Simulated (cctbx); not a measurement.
# A crystallographic session in cctbx: Rb3SiI7

Library: cctbx 2025.11. The data are simulated by the first script.

## 1. Simulate the data

run.py:

```python
from cctbx import adptbx, crystal, miller, sgtbx, xray
from cctbx.array_family import flex
from iotbx.shelx import hklf
from scitbx import matrix
import scitbx.random

cs = crystal.symmetry(unit_cell=(10.493, 10.493, 7.494, 90, 90, 90), space_group_symbol='Hall: -P 4 2ab')  # P4/mbm
atoms = [  # label, site, U (iso, or U11 U22 U33 U12 U13 U23 in A^2), occupancy
    ("I1", (0.5, 0.5, 0.5), (0.0041, 0.0041, 0.0038, 0.0000, 0.0000, 0.0000), 1),
    ("I2", (0.8512, 0.6488, 0), (0.0025, 0.0025, 0.0029, -0.0000, 0.0000, 0.0000), 1),
    ("I3", (0.1082, 0.6082, 0.7888), (0.0032, 0.0032, 0.0031, -0.0000, -0.0000, -0.0000), 1),
    ("Rb1", (0.8029, 0.6971, 0.5), (0.0034, 0.0034, 0.0028, 0.0006, 0.0000, 0.0000), 1),
    ("Rb2", (0.5, 0.5, 0), (0.0042, 0.0042, 0.0039, -0.0000, -0.0000, -0.0000), 1),
    ("Si1", (0.5, 0, 0), (0.0046, 0.0046, 0.0049, -0.0002, 0.0000, 0.0000), 1),
]
xs = xray.structure(crystal_symmetry=cs)
for label, site, u, occ in atoms:
    u = adptbx.u_cif_as_u_star(cs.unit_cell(), u) if isinstance(u, tuple) else u
    xs.add_scatterer(xray.scatterer(label, site=site, u=u, occupancy=occ))
xs.set_inelastic_form_factors(0.6889, "sasaki")
xs.show_summary()
p1 = xs.expand_to_p1()
ms = miller.build_set(p1, anomalous_flag=True, d_min=0.65)
flex.set_random_seed(378320)
scitbx.random.set_random_seed(378320)
ms = ms.select(flex.random_double(ms.size()) < 0.5)
i = ms.structure_factors_from_scatterers(p1, algorithm="direct").f_calc().as_intensity_array().data()
i = i * 20000 / flex.max(i)
sig = flex.sqrt(i + flex.pow2(0.04 * i) + 15 ** 2)
noise = scitbx.random.variate(scitbx.random.normal_distribution())(i.size())
data = ms.array(data=i + sig * noise, sigmas=sig).set_observation_type_xray_intensity()
with open("data.hkl", "w") as f:
    data.export_as_shelx_hklf(f)
print("reflections written:", data.size(), " <I/sigma> = %.1f" % flex.mean(data.data() / data.sigmas()))
for h, a, b in list(data.sort("data"))[:12]:
    print("%4d%4d%4d %9.1f %7.1f" % (h + (a, b)))
```

```console
$ python run.py
```

```text
Number of scatterers: 6
At special positions: 6
Unit cell: (10.493, 10.493, 7.494, 90, 90, 90)
Space group: P 4/m b m (No. 127)
reflections written: 6316  <I/sigma> = 10.5
   0   0  -4   19294.5   812.5
   4  -4   0   15755.2   636.9
   4   4   0   15247.8   636.9
  -4   4   0   14464.0   636.9
  -4  -4   0   13726.4   636.9
   0   6   2   11778.2   467.8
  -6   0  -2   11624.3   467.8
   0  -6  -2   11519.2   467.8
   6   0   2   11233.9   467.8
  -6   0   2   11176.2   467.8
   0   6  -2   11171.6   467.8
   1  -3   0   10134.3   402.7
```

It took 0.36 s on 1 thread of Arm Neoverse N1, with other jobs on the host, peak memory 0.07 GiB.

## 2. Symmetry

run.py:

```python
from cctbx import crystal, sgtbx, statistics
from cctbx.array_family import flex
from iotbx.shelx import hklf

p1 = crystal.symmetry(unit_cell=(10.493, 10.493, 7.494, 90, 90, 90), space_group_symbol="P 1")
raw = hklf.reader(file_name="data.hkl").as_miller_arrays(crystal_symmetry=p1, anomalous=True)[0]
print(raw.size(), "reflections to d = %.3f A" % raw.d_min())
isig = raw.data() / raw.sigmas()
print("centring   violations  <I/sigma> of those")
best = "P"
for c in "ABCIRF":
    a = raw.customized_copy(space_group_info=sgtbx.space_group_info("Hall: %s 1" % c)).sys_absent_flags().data()
    m = flex.mean(isig.select(a))
    print("%5s %10d of %5d %8.1f" % (c, (isig.select(a) > 4).count(True), a.count(True), m))
    if (isig.select(a) > 4).count(True) < 0.01 * a.count(True):
        best = c
raw = raw.select(~raw.customized_copy(space_group_info=sgtbx.space_group_info("Hall: %s 1" % best)).sys_absent_flags().data())
isig = raw.data() / raw.sigmas()
rows = []
for s in sgtbx.space_group_symbol_iterator():
    g = sgtbx.space_group(s)
    if g.conventional_centring_type_symbol() != best or not g.is_compatible_unit_cell(p1.unit_cell(), 1e-3, 0.02):
        continue
    rows.append((s, g))
print("Laue class    unique    Rint  (classes that these axes allow; Friedel mates merged)")
rint = {}
for s, g in rows:
    laue = g.build_derived_patterson_group()
    key = laue.type().hall_symbol()
    if key not in rint:
        m = raw.customized_copy(space_group_info=laue.info(), anomalous_flag=False).merge_equivalents()
        rint[key] = m.r_int()
        print("%-14s %6d %7.3f" % (laue.type().lookup_symbol(), m.array().size(), m.r_int()))
floor = min(rint.values())
good = [(s, g) for s, g in rows if rint[g.build_derived_patterson_group().type().hall_symbol()] < 2 * floor + 0.03]
top = max(g.build_derived_patterson_group().order_z() for s, g in good)
print("space group    extra absences  I>4sigma  <I/sigma>")
for s, g in good:
    laue = g.build_derived_patterson_group()
    if laue.order_z() != top:
        continue
    a = raw.customized_copy(space_group_info=g.info()).sys_absent_flags().data()
    a &= ~raw.customized_copy(space_group_info=laue.info()).sys_absent_flags().data()
    bad = (isig.select(a) > 4).count(True)
    if bad <= 0.03 * a.count(True):
        print("%-16s %8d %10d %9s  %s" % (s.universal_hermann_mauguin(), a.count(True), bad, "%.1f" % flex.mean(isig.select(a)) if a.count(True) else "-", "centric" if g.is_centric() else "acentric"))
laue = max(good, key=lambda t: t[1].build_derived_patterson_group().order_z())[1].build_derived_patterson_group()
f = raw.customized_copy(space_group_info=laue.info(), anomalous_flag=False).merge_equivalents().array().eliminate_sys_absent().f_sq_as_f()
f.set_observation_type_xray_amplitude()
bins = max(3, min(8, f.size() // 12))
f.setup_binner(n_bins=bins)
w = statistics.wilson_plot(f, {e: n / laue.order_z() for e, n in {'I': 14.0, 'Rb': 6.0, 'Si': 2.0}.items()}, e_statistics=True)
print("Wilson B = %.2f A^2   <|E^2-1|> = %.3f (0.968 centric, 0.736 acentric)   E^2>4: %.1f %%" % (w.wilson_b, w.mean_e_sq_minus_1, w.percent_e_sq_gt_2))
print("shell (A)         n   <I/sigma>")
m = raw.customized_copy(space_group_info=laue.info(), anomalous_flag=False).merge_equivalents().array().eliminate_sys_absent()
for b in m.setup_binner(n_bins=bins).range_used():
    sel = m.binner().selection(b)
    print("%5.2f - %4.2f %6d %8.1f" % (min(m.binner().bin_d_range(b)[0] if m.binner().bin_d_range(b)[0] > 0 else 99, 99), m.binner().bin_d_range(b)[1], sel.count(True), flex.mean((m.data() / m.sigmas()).select(sel))))
```

```console
$ python run.py
```

```text
6316 reflections to d = 0.650 A
centring   violations  <I/sigma> of those
    A       2180 of  3185     10.1
    B       2181 of  3148     10.2
    C       2039 of  3165      9.5
    I       2074 of  3111      9.7
    R       2971 of  4192     10.5
    F       3200 of  4749      9.9
Laue class    unique    Rint  (classes that these axes allow; Friedel mates merged)
P -1             4730   0.036
P 1 2/m 1        3059   0.038
P 1 1 2/m        3054   0.039
P 2/m 1 1        3046   0.038
P m m m          1796   0.042
P 4/m            1659   0.044
P 4/m m m         967   0.046
space group    extra absences  I>4sigma  <I/sigma>
P 4 2 2                 0          0         -  acentric
P 4 21 2               19          0      -0.3  acentric
P 4 m m                 0          0         -  acentric
P 4 b m               303          0       0.1  acentric
P -4 2 m                0          0         -  acentric
P -4 21 m              19          0      -0.3  acentric
P -4 m 2                0          0         -  acentric
P -4 b 2              303          0       0.1  acentric
P 4/m m m               0          0         -  centric
P 4/m b m             303          0       0.1  centric
Wilson B = 0.37 A^2   <|E^2-1|> = 0.830 (0.968 centric, 0.736 acentric)   E^2>4: 2.4 %
shell (A)         n   <I/sigma>
10.49 - 1.30    144     27.1
 1.30 - 1.03    129     29.4
 1.03 - 0.90    119     27.3
 0.90 - 0.82    118     25.7
 0.82 - 0.76    110     21.2
 0.76 - 0.72    119     24.2
 0.72 - 0.68    107     18.0
 0.68 - 0.65    121     19.8
```

Time: 0.54 s.

## 3. Patterson map

run.py:

```python
from cctbx import crystal, maptbx
from iotbx.shelx import hklf

cs = crystal.symmetry(unit_cell=(10.493, 10.493, 7.494, 90, 90, 90), space_group_symbol='Hall: -P 4 2ab')  # P4/mbm
raw = hklf.reader(file_name="data.hkl").as_miller_arrays(crystal_symmetry=cs, anomalous=True)[0]
merged = raw.eliminate_sys_absent().merge_equivalents()
fo2 = merged.array().set_observation_type_xray_intensity()
f = fo2.average_bijvoet_mates().f_sq_as_f()
pm = f.patterson_map(symmetry_flags=maptbx.use_space_group_symmetry, sharpening=True, resolution_factor=0.25)
peaks = pm.peak_search(parameters=maptbx.peak_search_parameters(min_distance_sym_equiv=0.4, max_clusters=14)).all()
top = peaks.heights()[0]
print("Patterson group", f.patterson_symmetry().space_group_info())
print("      u       v       w   height  length (A)")
for x, h in zip(peaks.sites(), peaks.heights()):
    y = [t - round(t) for t in x]
    print("%7.3f %7.3f %7.3f %8.1f %8.2f" % (x + (1000 * h / top, cs.unit_cell().length(y))))
```

```console
$ python run.py
```

```text
Patterson group P 4/m m m
      u       v       w   height  length (A)
  0.000   0.000   0.000   1000.0     0.00
  0.000   0.000   0.426    230.7     3.19
  0.285   0.500   0.000    225.2     6.04
  0.500   0.500   0.000    168.0     7.42
  0.500   0.500   0.500    160.8     8.31
  0.201   0.500   0.000    120.7     5.65
  0.148   0.353   0.500    118.3     5.49
  0.458   0.458   0.211    116.9     6.98
  0.109   0.392   0.288    116.4     4.79
  0.042   0.255   0.211    116.2     3.14
  0.243   0.243   0.210    113.5     3.93
  0.284   0.500   0.421    112.0     6.81
  0.217   0.217   0.000    110.3     3.23
  0.091   0.308   0.288     86.5     4.01
```

Time: 0.37 s.

## 4. Charge flipping

run.py:

```python
import itertools
from cctbx import crystal, maptbx
from cctbx.array_family import flex
from iotbx.shelx import hklf
from smtbx.ab_initio import charge_flipping as cf

cs = crystal.symmetry(unit_cell=(10.493, 10.493, 7.494, 90, 90, 90), space_group_symbol='Hall: -P 4 2ab')  # P4/mbm
raw = hklf.reader(file_name="data.hkl").as_miller_arrays(crystal_symmetry=cs, anomalous=True)[0]
merged = raw.eliminate_sys_absent().merge_equivalents()
fo2 = merged.array().set_observation_type_xray_intensity()
f = fo2.average_bijvoet_mates().f_sq_as_f().resolution_filter(d_min=0.8)
p1 = f.expand_to_p1()
p1.setup_binner_counting_sorted(reflections_per_bin=max(40, p1.size() // 12))
work = p1.array(data=p1.data() / p1.amplitude_quasi_normalisations().data())
flex.set_random_seed(97102)
it = cf.weak_reflection_improved_iterator(delta=None, weak_reflection_fraction=0.1)
it.start(work, phases=flex.random_double(p1.size()) * 6.2832, f_000=0)
it.delta = 1.1 * it.rho_map.sigma()
print("cycle      R  skewness")
for n, st in enumerate(itertools.islice(it, 200)):
    if n % 16 == 0:
        print("%5d %6.3f %8.2f" % (n, st.r1_factor(), st.rho_map.skewness()))
rho = p1.phase_transfer(it.f_calc).fft_map().apply_volume_scaling()
polish = cf.low_density_elimination_iterator(constant_rho_c=rho.sigma())
polish.start(f_obs=p1, phases=it.f_calc, f_000=0)
for _ in range(8):
    next(polish)
print("origin shift          correlation  skewness")
maps = []
for fc, shift, cc in itertools.islice(cf.f_calc_symmetrisations(f, polish.f_calc, 0), 4):
    m = f.phase_transfer(fc).fft_map(symmetry_flags=maptbx.use_space_group_symmetry, resolution_factor=0.25).apply_sigma_scaling()
    maps.append((m.skewness(), cc, m))
    print("%6.3f %6.3f %6.3f %10.3f %9.2f" % (tuple(shift) + (cc, m.skewness())))
skew, cc, m = max((t for t in maps if t[1] > maps[0][1] - 0.04), key=lambda t: t[0])
print("taken: symmetry correlation %.3f, skewness %.2f" % (cc, skew))
peaks = m.peak_search(parameters=maptbx.peak_search_parameters(min_distance_sym_equiv=0.9, max_clusters=11)).all()
sps = cs.special_position_settings(min_distance_sym_equiv=0.5)
print("peak      x       y       z  mult  height/sigma")
for k, (x, h) in enumerate(zip(peaks.sites(), peaks.heights())):
    ss = sps.site_symmetry(x)
    print("Q%-3d %7.4f %7.4f %7.4f %4d %8.1f" % ((k + 1,) + tuple(t % 1 for t in ss.exact_site()) + (ss.multiplicity(), h)))
```

```console
$ python run.py
```

```text
cycle      R  skewness
    0  0.585     0.18
   16  0.507     1.37
   32  0.493     3.02
   48  0.452     3.94
   64  0.447     3.97
   80  0.453     3.85
   96  0.445     3.93
  112  0.455     3.98
  128  0.445     3.95
  144  0.452     3.95
  160  0.451     3.87
  176  0.461     4.04
  192  0.455     3.83
origin shift          correlation  skewness
 0.176  0.695  0.199      0.726      1.93
 0.108  0.576  0.337      0.735      0.43
 0.349  0.971  0.130      0.736      0.74
 0.108  0.566  0.126      0.758      0.55
taken: symmetry correlation 0.726, skewness 1.93
peak      x       y       z  mult  height/sigma
Q1    0.0000  0.0000  0.0000    2     15.4
Q2    0.1121  0.3879  0.2904    8      8.8
Q3    0.1264  0.6264  0.5000    4      6.5
Q4    0.2036  0.7036  0.0000    4      5.6
Q5    0.0236  0.7932  0.0000    8      4.7
Q6    0.0467  0.3486  0.4380   16      4.5
Q7    0.1006  0.6006  0.2606    8      4.5
Q8    0.0027  0.2146  0.5000    8      4.5
Q9    0.0000  0.0000  0.5000    2      3.8
Q10   0.2480  0.7480  0.2402    8      3.1
Q11   0.2007  0.7007  0.3250    8      3.0
```

Time: 0.92 s.

## 5. Charge flipping

run.py, as its changes from the last script of this kind:

```diff
@@ -13,3 +13,2 @@
-p1.setup_binner_counting_sorted(reflections_per_bin=max(40, p1.size() // 12))
-work = p1.array(data=p1.data() / p1.amplitude_quasi_normalisations().data())
-flex.set_random_seed(97102)
+work = p1
+flex.set_random_seed(97103)
@@ -20,2 +19,2 @@
-for n, st in enumerate(itertools.islice(it, 200)):
-    if n % 16 == 0:
+for n, st in enumerate(itertools.islice(it, 400)):
+    if n % 33 == 0:
```

```console
$ python run.py
```

```text
cycle      R  skewness
    0  0.592     0.23
   33  0.336     5.21
   66  0.312     4.74
   99  0.301     4.70
  132  0.305     4.58
  165  0.303     4.66
  198  0.302     4.59
  231  0.300     4.56
  264  0.299     4.53
  297  0.295     4.58
  330  0.298     4.50
  363  0.302     4.55
  396  0.299     4.49
origin shift          correlation  skewness
 0.323  0.195  0.226      0.752      0.35
 0.309  0.149  0.060      0.748      0.96
 0.657 -0.279 -0.015      0.678      0.45
 0.442  0.145  0.101      0.746      0.27
taken: symmetry correlation 0.748, skewness 0.96
peak      x       y       z  mult  height/sigma
Q1    0.1037  0.3963  0.2256    8      8.4
Q2    0.0000  0.0000  0.5000    2      6.8
Q3    0.1852  0.6852  0.5000    4      5.8
Q4    0.1288  0.6288  0.0000    4      4.9
Q5    0.0000  0.5000  0.4085    4      4.2
Q6    0.0130  0.6501  0.5000    8      3.9
Q7    0.0000  0.0000  0.0000    2      3.9
Q8    0.0705  0.7176  0.0000    8      3.4
Q9    0.0435  0.2860  0.0000    8      3.2
Q10   0.0997  0.5997  0.4312    8      3.2
Q11   0.0432  0.4568  0.0000    4      3.0
```

Time: 1.1 s.

## 6. Charge flipping

run.py, as its changes from the last script of this kind:

```diff
@@ -13,2 +13,3 @@
-work = p1
-flex.set_random_seed(97103)
+p1.setup_binner_counting_sorted(reflections_per_bin=max(40, p1.size() // 12))
+work = p1.array(data=p1.data() / p1.amplitude_quasi_normalisations().data())
+flex.set_random_seed(97104)
@@ -19,2 +20,2 @@
-for n, st in enumerate(itertools.islice(it, 400)):
-    if n % 33 == 0:
+for n, st in enumerate(itertools.islice(it, 600)):
+    if n % 50 == 0:
```

```console
$ python run.py
```

```text
cycle      R  skewness
    0  0.589     0.20
   50  0.459     3.72
  100  0.454     3.89
  150  0.466     4.06
  200  0.460     3.98
  250  0.464     3.81
  300  0.462     3.84
  350  0.458     3.71
  400  0.457     3.96
  450  0.462     3.88
  500  0.459     3.97
  550  0.465     3.81
origin shift          correlation  skewness
 0.091  0.502  0.335      0.761      0.98
 0.001  0.833  0.257      0.775      0.52
 0.005  0.835  0.010      0.778      0.62
 0.291 -0.010  0.129      0.762      0.76
taken: symmetry correlation 0.761, skewness 0.98
peak      x       y       z  mult  height/sigma
Q1    0.0267  0.2961  0.0000    8      6.7
Q2    0.1740  0.6740  0.2639    8      6.3
Q3    0.0000  0.0000  0.2340    4      6.1
Q4    0.2194  0.7194  0.0000    4      5.6
Q5    0.1170  0.2656  0.5000    8      5.5
Q6    0.0635  0.1660  0.5000    8      4.8
Q7    0.2008  0.2992  0.0000    4      4.0
Q8    0.0134  0.1023  0.0000    8      3.9
Q9    0.0362  0.3216  0.4336   16      3.2
Q10   0.0536  0.5536  0.0952    8      2.9
Q11   0.0000  0.5000  0.0000    2      2.8
```

Run time: 1.4 s on 1 thread of Arm Neoverse N1 (shared host), peak memory 0.08 GiB.

[Logs are printed without paths, hosts, clocks, repeated set-up lines and the standing remarks that a program may print on its own settings, such as how far it seeks lower states.]
